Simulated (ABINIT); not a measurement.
# Beyond one shot: CsGeCl3 (R3m), part 2 of 4

Wanted: G0W0 and self-consistent gaps of CsGeCl3 (R3m), with the cost of the cycles.

ABINIT 10.8.3; LDA and many-body steps on it, plane waves. Known limits of the many-body steps: not at the basis limit; no spin-orbit coupling; coarse k mesh.

So far. Step 4 (G0W0): The gap on the mesh goes from 1.98 eV to 3.62 eV, a correction of +1.64 eV. Step 5 (QSGW, cycle 1): Against G0W0 in ABINIT (2×2×2 mesh, 149 bands, screening to 108.8 eV, Godby-Needs plasmon pole), the gap moves by +0.372 eV.

## (6) Screening, 2×2×2 mesh, 149 bands, screening to 108.8 eV

This step: RPA screening on LDA, plane waves, norm-conserving pseudopotentials.

Input file run.abi:

```
acell 3*1.0 Angstrom
rprim 
  3.846816390705 2.220960478697 3.178300533600
  -3.846816390705 2.220960478697 3.178300533600
  -0.000000000000 -4.441920957394 3.178300533600
ntypat 3
znucl 55 32 17
natom 5
typat 1 2 3 3 3
xred 
  0.998403350000 0.998403350000 0.998403350000
  0.515533150000 0.515533150000 0.515533150000
  0.496712670000 0.496712670000 0.948638170000
  0.496712670000 0.948638170000 0.496712670000
  0.948638170000 0.496712670000 0.496712670000
pp_dirpath "pseudos"
pseudos "Cs.upf, Ge.upf, Cl.upf"
ecut 56
ngkpt 2 2 2
nshiftk 1
shiftk 0 0 0
kptopt 1
chksymbreak 0
istwfk *1
occopt 1
irdwfk 1
optdriver 3
nband 149
ecuteps 4
inclvkb 2
awtr 1
symchi 1
gwcalctyp 28
mbpt_sciss 2.193 eV
nqptdm 1
qptdm 
  0 0 0
indata_prefix "in"
outdata_prefix "out"
tmpdata_prefix "tmp"
```

Run with:

```
$ OMP_NUM_THREADS=1 mpirun -n 4 abinit run.abi > log
```

What it wrote:

```text
.Version 10.8.3 of ABINIT. v10.8.2 released Aug 2026.

 Symmetries : space group R3 m (#160); Bravais hR (rhombohedral)
[... echo of the input left out ...]
== DATASET  1 ==================================================================
-   mpi_nproc: 4, omp_nthreads: 1 (-1 if OMP is not activated)

--- !DatasetInfo
iteration_state: {dtset: 1, }
dimensions: {natom: 5, nkpt: 4, mband: 149, nsppol: 1, nspinor: 1, nspden: 1, mpw: 22041, }
cutoff_energies: {ecut:  56.0, pawecutdg:  -1.0, }
electrons: {nelect:   5.20000000E+01, charge:   0.00000000E+00, occopt:   1.00000000E+00, tsmear:   1.00000000E-02, }

 SCREENING: Calculation of the susceptibility and dielectric matrices

 Based on a program developped by R.W. Godby, V. Olevano, G. Onida, and L. Reining.
 Incorporated in ABINIT by V. Olevano, G.-M. Rignanese, and M. Torrent.
.Using double precision arithmetic ; gwpc =  8

[... cell and pseudopotentials left out ...]
--------------------------------------------------------------------------------

 ==== K-mesh for the wavefunctions ====
 Number of points in the irreducible wedge :     4
[... list of points left out ...]
 Together with  6 symmetry operations and time-reversal symmetry
 yields     8 points in the full Brillouin Zone.

 ==== Q-mesh for the screening function ====
 Number of points in the irreducible wedge :     4
[... list of points left out ...]
 Together with  6 symmetry operations and time-reversal symmetry
 yields     8 points in the full Brillouin Zone.

 setmesh: FFT mesh size selected  =    45x   45x   45
          total number of points  =        91125

 vcoul_init : cutoff-mode = AUXILIARY_FUNCTION
 q-points for optical limit:   1
     1)      0.000010    0.000020    0.000030

 Dielectric matrix will be calculated only for some
 selected q points provided by the user through the input variables
 nqptdm and qptdm

- screening: taking advantage of time-reversal symmetry
- Maximum band index for partially occupied states nbvw = 26
- Remaining bands to be divided among processors   nbcw = 123
- Number of bands treated by each node ~30

 rdqps: reading QP wavefunctions of the previous step
        looking for file in_QPS
 file not found, 1st iteration initialized with KS eigenelements

 screening : performing a first self-consistency
 update of the energies in W by a scissor operator
 applying a scissor operator of [eV] :   2.193

 Number of electrons calculated from density =   52.0000; Expected =   52.0000
 average of density, n =  0.047295
 r_s =    1.7154
 omega_plasma =   20.9780 [eV]

 calculating chi0 at frequencies [eV] :
  1    0.000000E+00    0.000000E+00
  2    0.000000E+00    2.097803E+01

--------------------------------------------------------------------------------
  q-point number  1        q = ( 0.000000, 0.000000, 0.000000) [r.l.u.]
--------------------------------------------------------------------------------
[... chi0 elements left out ...]
 For q-point:  0.000010 0.000020 0.000030
  dielectric constant =   4.2739
  dielectric constant without local fields =   4.9628

  Average fulfillment of the sum rule on Im[epsilon] for q-point    1 :     53.63  [%]
[... wings left out ...]
== END DATASET(S) ==============================================================
================================================================================

 -outvars: echo values of variables after computation  --------
           etotal      0.0000000000E+00
            nband         149
             nkpt           4
          spgroup         160
 [... the other variables as echoed above ...]

 Calculation completed.
```

It took 67 s on 4 MPI ranks of Intel Xeon Platinum 8488C (Sapphire Rapids), shared host; peak memory 2.8 GiB.

This step gave:

| Property | Result |
| --- | --- |
| ε∞ with local fields, on this mesh, along the program's q direction | 4.274 |
| the same without local fields | 4.963 |
| plasma frequency | 20.98 eV |
| plane waves in the screening matrix | 437 |

This screening uses the functional's bands under a rigid shift, the mean opening of the cycle before.

## (7) Screening, 2×2×2 mesh, 149 bands, screening to 108.8 eV

This step: RPA screening on LDA from quasiparticle energies and orbitals, plane waves, norm-conserving pseudopotentials.

Changes to run.abi since step 6:

```diff
@@ -32,7 +32,9 @@
 symchi 1
+irdqps 1
 gwcalctyp 28
-mbpt_sciss 2.193 eV
-nqptdm 1
+nqptdm 3
 qptdm 
-  0 0 0
+  0.5000000000 0.0000000000 0.0000000000
+  0.5000000000 0.5000000000 0.0000000000
+  0.5000000000 0.5000000000 0.5000000000
 indata_prefix "in"
```

Input file mrgscr.stdin:

```
2
merged
q0_SCR
out_SCR
1
```

Run with:

```
$ OMP_NUM_THREADS=1 mpirun -n 4 abinit run.abi > log; mrgscr < mrgscr.stdin
```

What it wrote:

```text
.Version 10.8.3 of ABINIT. v10.8.2 released Aug 2026.

 Symmetries : space group R3 m (#160); Bravais hR (rhombohedral)
[... echo of the input left out ...]
== DATASET  1 ==================================================================
-   mpi_nproc: 4, omp_nthreads: 1 (-1 if OMP is not activated)

--- !DatasetInfo
iteration_state: {dtset: 1, }
dimensions: {natom: 5, nkpt: 4, mband: 149, nsppol: 1, nspinor: 1, nspden: 1, mpw: 22041, }
cutoff_energies: {ecut:  56.0, pawecutdg:  -1.0, }
[...]
q-point number  1        q = ( 0.500000, 0.000000, 0.000000) [r.l.u.]
--------------------------------------------------------------------------------
[... chi0 elements left out ...]
  Average fulfillment of the sum rule on Im[epsilon] for q-point    2 :     57.97  [%]

--------------------------------------------------------------------------------
  q-point number  2        q = ( 0.500000, 0.500000, 0.000000) [r.l.u.]
--------------------------------------------------------------------------------
[... chi0 elements left out ...]
  Average fulfillment of the sum rule on Im[epsilon] for q-point    3 :     56.29  [%]

 [... 1 further q-points ...]
```

The job ended after 22 s (4 MPI ranks; peak memory 2 GiB; 89 s of CPU time).

Numbers from this step:

```
plasma frequency                    : 20.98 eV
plane waves in the screening matrix : 437
```

This screening reads the quasiparticle levels of the cycle before.

## (8) QSGW, cycle 2

The corrected levels of the last cycle go back in.

This step: QSGW on LDA, plane waves, norm-conserving pseudopotentials.

Changes to run.abi since step 7:

```diff
@@ -26,12 +26,10 @@
 irdwfk 1
-optdriver 3
+optdriver 4
 nband 149
-ecuteps 4
-inclvkb 2
-awtr 1
-symchi 1
-irdqps 1
 gwcalctyp 28
-nqptdm 3
-qptdm 
+ecutsigx 56
+symsigma 0
+nkptgw 4
+kptgw 
+  0.0000000000 0.0000000000 0.0000000000
   0.5000000000 0.0000000000 0.0000000000
@@ -39,2 +37,12 @@
   0.5000000000 0.5000000000 0.5000000000
+bdgw 
+  14 35
+  14 35
+  14 35
+  14 35
+ecuteps 4
+irdscr 1
+ppmodel 1
+irdqps 1
+rhoqpmix 0.3
 indata_prefix "in"
```

Run with:

```
$ OMP_NUM_THREADS=1 mpirun -n 4 abinit run.abi > log
```

What it wrote:

```text
.Version 10.8.3 of ABINIT. v10.8.2 released Aug 2026.

 Symmetries : space group R3 m (#160); Bravais hR (rhombohedral)
[... echo of the input left out ...]
== DATASET  1 ==================================================================
-   mpi_nproc: 4, omp_nthreads: 1 (-1 if OMP is not activated)

--- !DatasetInfo
iteration_state: {dtset: 1, }
dimensions: {natom: 5, nkpt: 4, mband: 149, nsppol: 1, nspinor: 1, nspden: 1, mpw: 22041, }
cutoff_energies: {ecut:  56.0, pawecutdg:  -1.0, }
[...]
.  kptgw no:  2; Maximum DeltaE = (  -0.247   0.000) for band index:  4
.  kptgw no:  3; Maximum DeltaE = (  -0.225  -0.000) for band index:  4
.  kptgw no:  4; Maximum DeltaE = (  -0.215  -0.000) for band index:  4

== END DATASET(S) ==============================================================
================================================================================

 -outvars: echo values of variables after computation  --------
           etotal      0.0000000000E+00
            nband         149
             nkpt           4
          spgroup         160
 [... the other variables as echoed above ...]

 Calculation completed.
```

Run time: 2.2 min. Hardware: 4 MPI ranks; peak memory 3.9 GiB.

This step gave:

```
quasiparticle gap on the mesh                         : 4.32 eV
gap of the density functional on the mesh             : 1.977 eV
k of the valence top                                  : 0.5, 0.5, 0.5
k of the conduction bottom                            : 0.5, 0.5, 0.5
least direct quasiparticle gap on the computed points : 4.32 eV
```

Against the cycle before, the gap moves by +0.331 eV.

## (9) Screening, 2×2×2 mesh, 149 bands, screening to 108.8 eV

This step: RPA screening on LDA, plane waves, norm-conserving pseudopotentials.

Changes to run.abi since step 8:

```diff
@@ -26,23 +26,13 @@
 irdwfk 1
-optdriver 4
+optdriver 3
 nband 149
+ecuteps 4
+inclvkb 2
+awtr 1
+symchi 1
 gwcalctyp 28
-ecutsigx 56
-symsigma 0
-nkptgw 4
-kptgw 
-  0.0000000000 0.0000000000 0.0000000000
-  0.5000000000 0.0000000000 0.0000000000
-  0.5000000000 0.5000000000 0.0000000000
-  0.5000000000 0.5000000000 0.5000000000
-bdgw 
-  14 35
-  14 35
-  14 35
-  14 35
-ecuteps 4
-irdscr 1
-ppmodel 1
-irdqps 1
-rhoqpmix 0.3
+mbpt_sciss 2.550 eV
+nqptdm 1
+qptdm 
+  0 0 0
 indata_prefix "in"
```

What it wrote:

```text
.Version 10.8.3 of ABINIT. v10.8.2 released Aug 2026.

 Symmetries : space group R3 m (#160); Bravais hR (rhombohedral)
[... echo of the input left out ...]
== DATASET  1 ==================================================================
-   mpi_nproc: 4, omp_nthreads: 1 (-1 if OMP is not activated)

--- !DatasetInfo
iteration_state: {dtset: 1, }
dimensions: {natom: 5, nkpt: 4, mband: 149, nsppol: 1, nspinor: 1, nspden: 1, mpw: 22041, }
cutoff_energies: {ecut:  56.0, pawecutdg:  -1.0, }
[...]
[... chi0 elements left out ...]
 For q-point:  0.000010 0.000020 0.000030
  dielectric constant =   4.1175
  dielectric constant without local fields =   4.7602

  Average fulfillment of the sum rule on Im[epsilon] for q-point    1 :     54.48  [%]
[... wings left out ...]
== END DATASET(S) ==============================================================
================================================================================

 -outvars: echo values of variables after computation  --------
           etotal      0.0000000000E+00
            nband         149
             nkpt           4
          spgroup         160
 [... the other variables as echoed above ...]

 Calculation completed.
```

Run time: 73 s. Hardware: 4 MPI ranks; peak memory 2.8 GiB; 4.9 min of CPU time.

This step gave:

* ε∞ with local fields, on this mesh, along the program's q direction: 4.117
* the same without local fields: 4.760
* plasma frequency: 20.98 eV
* plane waves in the screening matrix: 437

This screening uses the functional's bands under a rigid shift, the mean opening of the cycle before.

## (10) Screening, 2×2×2 mesh, 149 bands, screening to 108.8 eV

This step: RPA screening on LDA from quasiparticle energies and orbitals, plane waves, norm-conserving pseudopotentials.

Changes to run.abi since step 9:

```diff
@@ -32,7 +32,9 @@
 symchi 1
+irdqps 1
 gwcalctyp 28
-mbpt_sciss 2.550 eV
-nqptdm 1
+nqptdm 3
 qptdm 
-  0 0 0
+  0.5000000000 0.0000000000 0.0000000000
+  0.5000000000 0.5000000000 0.0000000000
+  0.5000000000 0.5000000000 0.5000000000
 indata_prefix "in"
```

mrgscr.stdin is that of step 7.

Run with:

```
$ OMP_NUM_THREADS=1 mpirun -n 4 abinit run.abi > log; mrgscr < mrgscr.stdin
```

What it wrote:

```text
.Version 10.8.3 of ABINIT. v10.8.2 released Aug 2026.

 Symmetries : space group R3 m (#160); Bravais hR (rhombohedral)
[... echo of the input left out ...]
== DATASET  1 ==================================================================
-   mpi_nproc: 4, omp_nthreads: 1 (-1 if OMP is not activated)

--- !DatasetInfo
iteration_state: {dtset: 1, }
dimensions: {natom: 5, nkpt: 4, mband: 149, nsppol: 1, nspinor: 1, nspden: 1, mpw: 22041, }
cutoff_energies: {ecut:  56.0, pawecutdg:  -1.0, }
[...]
q-point number  1        q = ( 0.500000, 0.000000, 0.000000) [r.l.u.]
--------------------------------------------------------------------------------
[... chi0 elements left out ...]
  Average fulfillment of the sum rule on Im[epsilon] for q-point    2 :     58.65  [%]

--------------------------------------------------------------------------------
  q-point number  2        q = ( 0.500000, 0.500000, 0.000000) [r.l.u.]
--------------------------------------------------------------------------------
[... chi0 elements left out ...]
  Average fulfillment of the sum rule on Im[epsilon] for q-point    3 :     56.92  [%]

 [... 1 further q-points ...]
```

Wall time 22 s (4 MPI ranks); peak memory 2 GiB; 86 s of CPU time.

This step gave:

```yaml
plasma_frequency: 20.98 eV
plane_waves_in_the_screening_matrix: 437
```

This screening reads the quasiparticle levels of the cycle before.

## (11) QSGW, cycle 3

This step: QSGW on LDA, plane waves, norm-conserving pseudopotentials.

Changes to run.abi since step 10:

```diff
@@ -26,12 +26,10 @@
 irdwfk 1
-optdriver 3
+optdriver 4
 nband 149
-ecuteps 4
-inclvkb 2
-awtr 1
-symchi 1
-irdqps 1
 gwcalctyp 28
-nqptdm 3
-qptdm 
+ecutsigx 56
+symsigma 0
+nkptgw 4
+kptgw 
+  0.0000000000 0.0000000000 0.0000000000
   0.5000000000 0.0000000000 0.0000000000
@@ -39,2 +37,12 @@
   0.5000000000 0.5000000000 0.5000000000
+bdgw 
+  14 35
+  14 35
+  14 35
+  14 35
+ecuteps 4
+irdscr 1
+ppmodel 1
+irdqps 1
+rhoqpmix 0.3
 indata_prefix "in"
```

Run with:

```
$ OMP_NUM_THREADS=1 mpirun -n 4 abinit run.abi > log
```

What it wrote:

```text
.Version 10.8.3 of ABINIT. v10.8.2 released Aug 2026.

 Symmetries : space group R3 m (#160); Bravais hR (rhombohedral)
[... echo of the input left out ...]
== DATASET  1 ==================================================================
-   mpi_nproc: 4, omp_nthreads: 1 (-1 if OMP is not activated)

--- !DatasetInfo
iteration_state: {dtset: 1, }
dimensions: {natom: 5, nkpt: 4, mband: 149, nsppol: 1, nspinor: 1, nspden: 1, mpw: 22041, }
cutoff_energies: {ecut:  56.0, pawecutdg:  -1.0, }
[...]
.  kptgw no:  2; Maximum DeltaE = (  -0.017  -0.000) for band index:  4
.  kptgw no:  3; Maximum DeltaE = (  -0.042  -0.000) for band index:  4
.  kptgw no:  4; Maximum DeltaE = (  -0.046  -0.000) for band index:  4

== END DATASET(S) ==============================================================
================================================================================

 -outvars: echo values of variables after computation  --------
           etotal      0.0000000000E+00
            nband         149
             nkpt           4
          spgroup         160
 [... the other variables as echoed above ...]

 Calculation completed.
```

Wall time 2.2 min (4 MPI ranks); peak memory 3.9 GiB; 8.7 min of CPU time.

This step gave:

| Property | Result |
| --- | --- |
| quasiparticle gap on the mesh | 4.37 eV |
| gap of the density functional on the mesh | 1.977 eV |
| k of the valence top | 0.5, 0.5, 0.5 |
| k of the conduction bottom | 0.5, 0.5, 0.5 |
| least direct quasiparticle gap on the computed points | 4.37 eV |

Against the cycle before, the gap moves by +0.050 eV.

## (12) Screening, 2×2×2 mesh, 149 bands, screening to 108.8 eV

This step: RPA screening on LDA, plane waves, norm-conserving pseudopotentials.

Changes to run.abi since step 11:

```diff
@@ -26,23 +26,13 @@
 irdwfk 1
-optdriver 4
+optdriver 3
 nband 149
+ecuteps 4
+inclvkb 2
+awtr 1
+symchi 1
 gwcalctyp 28
-ecutsigx 56
-symsigma 0
-nkptgw 4
-kptgw 
-  0.0000000000 0.0000000000 0.0000000000
-  0.5000000000 0.0000000000 0.0000000000
-  0.5000000000 0.5000000000 0.0000000000
-  0.5000000000 0.5000000000 0.5000000000
-bdgw 
-  14 35
-  14 35
-  14 35
-  14 35
-ecuteps 4
-irdscr 1
-ppmodel 1
-irdqps 1
-rhoqpmix 0.3
+mbpt_sciss 2.597 eV
+nqptdm 1
+qptdm 
+  0 0 0
 indata_prefix "in"
```

What it wrote:

```text
.Version 10.8.3 of ABINIT. v10.8.2 released Aug 2026.

 Symmetries : space group R3 m (#160); Bravais hR (rhombohedral)
[... echo of the input left out ...]
== DATASET  1 ==================================================================
-   mpi_nproc: 4, omp_nthreads: 1 (-1 if OMP is not activated)

--- !DatasetInfo
iteration_state: {dtset: 1, }
dimensions: {natom: 5, nkpt: 4, mband: 149, nsppol: 1, nspinor: 1, nspden: 1, mpw: 22041, }
cutoff_energies: {ecut:  56.0, pawecutdg:  -1.0, }
[...]
[... chi0 elements left out ...]
 For q-point:  0.000010 0.000020 0.000030
  dielectric constant =   4.0982
  dielectric constant without local fields =   4.7353

  Average fulfillment of the sum rule on Im[epsilon] for q-point    1 :     54.59  [%]
[... wings left out ...]
== END DATASET(S) ==============================================================
================================================================================

 -outvars: echo values of variables after computation  --------
           etotal      0.0000000000E+00
            nband         149
             nkpt           4
          spgroup         160
 [... the other variables as echoed above ...]

 Calculation completed.
```

Elapsed: 72 s, on 4 MPI ranks; peak memory 2.8 GiB.

This step gave:

```yaml
eps_infinity_with_local_fields_on_this_mesh_along_the_program_s_q_direction: 4.098
the_same_without_local_fields: 4.735
plasma_frequency: 20.98 eV
plane_waves_in_the_screening_matrix: 437
```

This screening uses the functional's bands under a rigid shift, the mean opening of the cycle before.

## (13) Screening, 2×2×2 mesh, 149 bands, screening to 108.8 eV

This step: RPA screening on LDA from quasiparticle energies and orbitals, plane waves, norm-conserving pseudopotentials.

Changes to run.abi since step 12:

```diff
@@ -32,7 +32,9 @@
 symchi 1
+irdqps 1
 gwcalctyp 28
-mbpt_sciss 2.597 eV
-nqptdm 1
+nqptdm 3
 qptdm 
-  0 0 0
+  0.5000000000 0.0000000000 0.0000000000
+  0.5000000000 0.5000000000 0.0000000000
+  0.5000000000 0.5000000000 0.5000000000
 indata_prefix "in"
```

mrgscr.stdin is that of step 10.

Run with:

```
$ OMP_NUM_THREADS=1 mpirun -n 4 abinit run.abi > log; mrgscr < mrgscr.stdin
```

What it wrote:

```text
.Version 10.8.3 of ABINIT. v10.8.2 released Aug 2026.

 Symmetries : space group R3 m (#160); Bravais hR (rhombohedral)
[... echo of the input left out ...]
== DATASET  1 ==================================================================
-   mpi_nproc: 4, omp_nthreads: 1 (-1 if OMP is not activated)

--- !DatasetInfo
iteration_state: {dtset: 1, }
dimensions: {natom: 5, nkpt: 4, mband: 149, nsppol: 1, nspinor: 1, nspden: 1, mpw: 22041, }
cutoff_energies: {ecut:  56.0, pawecutdg:  -1.0, }
[...]
q-point number  1        q = ( 0.500000, 0.000000, 0.000000) [r.l.u.]
--------------------------------------------------------------------------------
[... chi0 elements left out ...]
  Average fulfillment of the sum rule on Im[epsilon] for q-point    2 :     58.76  [%]

--------------------------------------------------------------------------------
  q-point number  2        q = ( 0.500000, 0.500000, 0.000000) [r.l.u.]
--------------------------------------------------------------------------------
[... chi0 elements left out ...]
  Average fulfillment of the sum rule on Im[epsilon] for q-point    3 :     57.01  [%]

 [... 1 further q-points ...]
```

It took 22 s on 4 MPI ranks; peak memory 2 GiB.

Numbers from this step:

```yaml
plasma_frequency: 20.98 eV
plane_waves_in_the_screening_matrix: 437
```

This screening reads the quasiparticle levels of the cycle before.

[end of part 2 of 4]

[Paths, hosts, dates, memory and timing lines, banners, echoed tables and standing remarks are left out of the program output.]

[Logs are printed without paths, hosts, clocks, repeated set-up lines and the standing remarks that a program may print on its own settings, such as how far it seeks lower states.]

[Runs of the session that timed out or met a known fault of the program may be left out.]

[Hosts, paths, dates, database ids (printed as entryN), source tags and the programs' standing remarks are cut or masked in the printed files.]

[G0W0 gaps are taken among the corrected bands and points alone; a level outside them can change the order at an edge.]

[Where Ansatz stands beside ABINIT at settings called matched, ABINIT's density can come from a denser mesh and the files from another edition; pairs whose starting gaps differed by over 0.03 eV were left out, so agreement reads better than it is.]
